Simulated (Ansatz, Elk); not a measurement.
# Bonding as seen by X-rays: ZnCr2As2, part 2 of 2

The structure of ZnCr2As2 used here is made up (a known structure type with other elements) and was relaxed beforehand with PBE. The aim is the Fourier transform of its all-electron density, F(hkl), set beside the sum over free spherical atoms that refinements use.

Elk 11.2.3 (patched build); all-electron DFT.

So far: Set-up; Ground state and structure factors; The magnetisation density.

The structure was built from a prototype and need not be the compound's stable phase.

## (4) The highest occupied states alone

Level of this step: DFT, PBE, all-electron APW+lo, Dirac cores, scalar-relativistic bands, static density, ferromagnetic start (Elk).

An energy window below the Fermi level keeps the highest occupied states, to see at which angles they scatter; shallow core shells can lie inside it and anion s states outside. No new self-consistency is needed.

The input, elk.in:

```
tasks
  195

xctype
  20

spinpol
  .true.

rgkmax
  7.0

gmaxvr
  14.0

lmaxo
  7

lmaxapw
  8

swidth
  0.002

tshift
  .false.

ramdisk
  .false.

hmaxvr
  5.5

maxscl
  120

epspot
  1e-06

reducebf
  0.8

wsfac
  -0.089950 0.577540

sppath
  './'

avec
  8.36373522795 0.00000000000 -0.00000000000
  -4.18186761398 7.24320717794 0.00000000000
  -0.00000000000 -0.00000000000 9.43266689983

atoms
  3
  'As.in'
  2
  0.6666666667 0.3333333333 0.3044452375   0.000000 0.000000 0.000000
  0.3333333333 0.6666666667 0.6955547625   0.000000 0.000000 0.000000
  'Zn.in'
  1
  0.0000000000 0.0000000000 0.0000000000   0.000000 0.000000 0.000000
  'Cr.in'
  2
  0.6666666667 0.3333333333 0.8090036099   0.000000 0.000000 -0.130000
  0.3333333333 0.6666666667 0.1909963901   0.000000 0.000000 -0.130000

ngridk
  5 5 4
```

The run is started by

```sh
$ OMP_NUM_THREADS=4 elk
```

Numbers of over 12 decimals in the logs are rounded to 6 here.

Output:

```text
┌─────────────────────────────────┐
│ Elk code version 11.2.3 started │
└─────────────────────────────────┘

Info(readinput): the functional depends on the density's gradient
 muffin-tin radial points multiplied by    2.00000
 (not where nrmtscf is given)

┌────────────────────┐
│ Current task : 195 │
└────────────────────┘
Info(checkmt): changed muffin-tin radius of species 1 (As) from   2.4000 to   2.3117
Info(checkmt): changed muffin-tin radius of species 3 (Cr) from   2.4000 to   2.3117

Info(sfacrho): density structure factors written to SFACRHO.OUT

 Energy window :  -0.8995000000E-01  0.5775400000

┌──────────────────┐
│ Elk code stopped │
└──────────────────┘
```

Elapsed: 14 s, on 4 threads of Arm Neoverse V2, shared host; peak memory 0.21 GiB; 17 s of CPU time.

States within 10 eV below the Fermi level hold 30.00 electrons; any levels below the window count with the cores. Their amplitudes can exceed the total, where window and core parts have opposite phase:

| hkl | sin θ/λ (Å⁻¹) | abs F, window | abs F, all |
| --- | --- | --- | --- |
| 001 | 0.100 | 11.824 | 23.244 |
| 100 | 0.130 | 4.217 | 23.158 |
| 011 | 0.165 | 11.040 | 13.678 |
| 101 | 0.165 | 4.414 | 41.970 |
| 002 | 0.200 | 3.572 | 42.947 |
| 110 | 0.226 | 11.124 | 107.744 |
| 102 | 0.239 | 5.717 | 7.665 |
| 012 | 0.239 | 10.242 | 100.613 |
| 111 | 0.247 | 7.482 | 17.804 |
| 200 | 0.261 | 4.618 | 17.908 |

## (5) Another functional

The difference from free atoms is small, so it is set against the change that LDA (Perdew-Wang) makes.

elk.in, as its differences from that of step 4:

```diff
@@ -1,6 +1,8 @@
 tasks
+  0
   195
+  196
 
 xctype
-  20
+  3
 
@@ -42,5 +44,2 @@
 
-wsfac
-  -0.089950 0.577540
-
 sppath
```

The run is started by

```sh
$ OMP_NUM_THREADS=4 elk
```

Output:

```text
┌─────────────────────────┐
│ Elk code version 11.2.3 │
└─────────────────────────┘

All units are atomic (Hartree, Bohr, etc.)

┌─────────────────────────────────────────────────┐
│ Ground-state run starting from atomic densities │
└─────────────────────────────────────────────────┘

Lattice vectors :
   8.363735228       0.000000000      -0.000000000
  -4.181867614       7.243207178       0.000000000
  -0.000000000      -0.000000000       9.432666900

Reciprocal lattice vectors :
  0.7512415369      0.4337295036       0.000000000
[...]
total charge                :    144.0000000
 error                       :   0.1377724014E-02

Moments :
 interstitial                :   0.4817044910
 muffin-tins
  species : 1 (As)
[...]
species : 2 (Zn)
[...]
species : 3 (Cr)
   atom 1                    :    2.559332120
   atom 2                    :    2.559332120
 total in muffin-tins        :    4.923668656
 total moment                :    5.405373147

┌──────────────────────────────┐
│ Self-consistent loop stopped │
└──────────────────────────────┘

Warning : core states of species 1 leak from the muffin-tin :   0.2452269831E-03

Wrote STATE.OUT
[key lines of the parts left out:]
total energy                :     -8407.2862896123
```

Run time: 2 min. Hardware: 4 threads; peak memory 0.33 GiB; 6.2 min of CPU time.

Against the first run R = 0.06 %; the largest change is -0.065 at 300. The moment goes from 5.64 to 5.41 μB.

## (6) Basis size

The basis and the expansions that go with it are enlarged, to see whether the differences are converged.

elk.in, as its differences from that of step 5:

```diff
@@ -6,3 +6,3 @@
 xctype
-  3
+  20
 
@@ -12,12 +12,12 @@
 rgkmax
-  7.0
+  8.5
 
 gmaxvr
-  14.0
+  18.0
 
 lmaxo
-  7
+  9
 
 lmaxapw
-  8
+  10
```

The run is started by

```sh
$ OMP_NUM_THREADS=4 elk
```

Output:

```text
┌─────────────────────────┐
│ Elk code version 11.2.3 │
└─────────────────────────┘

All units are atomic (Hartree, Bohr, etc.)

┌─────────────────────────────────────────────────┐
│ Ground-state run starting from atomic densities │
└─────────────────────────────────────────────────┘

Lattice vectors :
   8.363735228       0.000000000      -0.000000000
  -4.181867614       7.243207178       0.000000000
  -0.000000000      -0.000000000       9.432666900

Reciprocal lattice vectors :
  0.7512415369      0.4337295036       0.000000000
[...]
total charge                :    144.0000000
 error                       :   0.4089847062E-03

Moments :
 interstitial                :   0.4839381357
 muffin-tins
  species : 1 (As)
[...]
species : 2 (Zn)
[...]
species : 3 (Cr)
   atom 1                    :    2.721919258
   atom 2                    :    2.721919258
 total in muffin-tins        :    5.153795910
 total moment                :    5.637734046

┌──────────────────────────────┐
│ Self-consistent loop stopped │
└──────────────────────────────┘

Warning : core states of species 1 leak from the muffin-tin :   0.2440477328E-03

Wrote STATE.OUT
[key lines of the parts left out:]
total energy                :     -8420.0734675848
```

Wall time 7.1 min (4 threads); peak memory 0.8 GiB; 23 min of CPU time.

Against the first run R = 0.01 %; the largest change is -0.011 at 122. The moment goes from 5.64 to 5.64 μB.

## (7) Settings against the effect

| run | R against the first run (%) | R against neutral atoms, low angle (%) | wall time |
| --- | --- | --- | --- |
| PBE, rgkmax 7 | 0.00 | 1.04 | 3.9 min |
| LDA (Perdew-Wang) | 0.06 | 1.05 | 2 min |
| rgkmax 8.5 with larger expansions | 0.01 | 1.03 | 7.1 min |

## (8) What came out

```yaml
r_against_neutral_atoms_sin_theta_lambda_0p3_a_minus1: 1.04 %
r_against_neutral_atoms_0p3_to_0p78_a_minus1: 0.29 %
```

What this shows: Independent neutral atoms miss the calculated amplitudes by R = 1.04 % below 0.3 Å⁻¹ and 0.29 % from there to 0.78 Å⁻¹; by shells, 0.42 % below 0.15 Å⁻¹ (2 forms), 1.09 % 0.15 to 0.3 (10 forms), 0.38 % 0.3 to 0.45 (22 forms), 0.27 % above 0.45 (115 forms). Bonding, aspherical density and the tables' own atoms all enter these figures, and the runs don't part them. The largest change of an amplitude is -0.87 electrons, at 012. The magnetic order is that of the start. No other order was tried here, and an antiferromagnetic one would change or move the magnetic intensity. The window's part falls from 30.0 electrons at the origin to at most 4.11 between 0.45 and 0.78 Å⁻¹, where compact states inside the window still scatter. Below 0.3 Å⁻¹ the changes that finished (LDA (Perdew-Wang) and rgkmax 8.5 with larger expansions) move F by R = 0.03 % at most, against the 1.04 % that separates it from free atoms. The magnetic factors move by R = 4.9 % (LDA (Perdew-Wang)) and 0.3 % (rgkmax 8.5 with larger expansions), so they aren't settled to better than that. The k-mesh has no finished test. Part of the difference isn't bonding: the tables are fits to free atoms and ions calculated by other methods than this functional. Thermal motion, anomalous dispersion and extinction are left out.

[Logs are printed without paths, hosts, clocks, repeated set-up lines and the standing remarks that a program may print on its own settings, such as how far it seeks lower states.]

[Hosts, paths, dates, database ids (printed as entryN), source tags and the programs' standing remarks are cut or masked in the printed files.]
